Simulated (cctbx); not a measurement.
# What is wrong with this refinement?

Cell a = 6.5730 Å, b = 6.5730 Å, c = 3.6950 Å, α = 90.00°, β = 90.00°, γ = 120.00°; space group P-62m (no. 189).

The data are simulated with cctbx, not measured: Ag Kα, λ = 0.56087 Å, to d = 0.8 Å, 50 % of the full sphere, strongest reflection 40000 counts, noise from counting, a 1.5 % proportional error and a noise floor of 8 counts (s.d.); no absorption.

An anisotropic refinement with weights 1/σ² prints:

```text
Rint 0.014, 124 unique reflections to 0.80 A
cycle     R1     wR2    GooF  max shift (A)
   1  0.3842  0.7061  58.937   0.03670
   4  0.1621  0.3953  32.998   0.00006
final R1 0.1621 wR2 0.3953 GooF 32.998  parameters 12  data/parameter 10.3
atom        x        y        z      Ueq    occ   su(xyz)  su(Uiso or U11)
Pb1    0.00000  0.00000  0.50000   0.0042  1.000  0.00000  0.0044
Rh1    0.00000  0.57465  0.50000  -0.0302  1.000  0.00162  0.0043  NPD
Pt1    0.00000  0.24591  0.00000   0.0390  1.000  0.00274  0.0104
Si1    0.66667  0.33333  0.00000   0.0083  1.000  0.00000  0.0258
difference map: max 35.83 min -18.36 rms 5.04
Q1    0.0000  0.5583  0.5000    3   35.86  0.11 A from Rh1
Q2    0.0000  0.0000  0.5000    1   21.44  0.00 A from Pb1
Q3    0.1256  0.5013  0.0000    6   14.85  1.25 A from Si1
Q4    0.1823  0.6283  0.0000    6   11.00  0.89 A from Si1
Q5    0.1692  0.8058  0.0000    6   10.13  1.11 A from Pt1
Q6    0.0000  0.3888  0.0000    3   10.06  0.94 A from Pt1
```

Q: Accept it or mend it, and why?

Mend it. The fault: elements exchanged: Pt1 is Rh and Rh1 is Pt. Against the right model at the same level, R1 goes from 0.0048 to 0.1621 and GooF from 0.86 to 33.00, U of Rh1 shrinks from 0.0021 to -0.0302 Å², U of Pt1 swells from 0.0040 to 0.0390 Å², the top difference peak, 35.9 e/Å³, lies on Rh1 and Rh1 goes non-positive-definite. Pt1 has 33 electrons too many and its U swells to shed them, as expected; Rh1 has 33 electrons too few and its U shrinks to make up, as expected.

The compound is Si2Pt3Rh3Pb. The right model at the same level gives:

```text
Rint 0.014, 124 unique reflections to 0.80 A
cycle     R1     wR2    GooF  max shift (A)
   1  0.0092  0.0217   1.810   0.00042
   2  0.0048  0.0103   0.862   0.00000
final R1 0.0048 wR2 0.0103 GooF 0.862  parameters 12  data/parameter 10.3
atom        x        y        z      Ueq    occ   su(xyz)  su(Uiso or U11)
Pb1    0.00000  0.00000  0.50000   0.0034  1.000  0.00000  0.0001
Pt1    0.00000  0.57420  0.50000   0.0021  1.000  0.00004  0.0001
Rh1    0.00000  0.24000  0.00000   0.0040  1.000  0.00010  0.0002
Si1    0.66667  0.33333  0.00000   0.0071  1.000  0.00000  0.0007
Flack x: 0.011(12)
Hooft y: 0.006(12)  Bijvoet pairs: 46
difference map: max 0.53 min -0.45 rms 0.12
Q1    0.0000  0.7999  0.0000    3    0.54  1.46 A from Rh1
Q2    0.0000  0.6363  0.0000    3    0.42  1.89 A from Pt1
Q3    0.0000  0.3339  0.5000    3    0.41  1.58 A from Pt1
Q4    0.0000  0.4872  0.2979    6    0.32  0.94 A from Pt1
Q5    0.1877  0.6921  0.0000    6    0.32  1.05 A from Si1
Q6    0.0000  0.0000  0.5000    1    0.31  0.00 A from Pb1
```

This is a model crystal, built by substitution and not relaxed, with assumed displacement parameters.

[Middle refinement cycles are left out of these outputs.]

[Logs are printed without paths, hosts, clocks, repeated set-up lines and the standing remarks that a program may print on its own settings, such as how far it seeks lower states.]
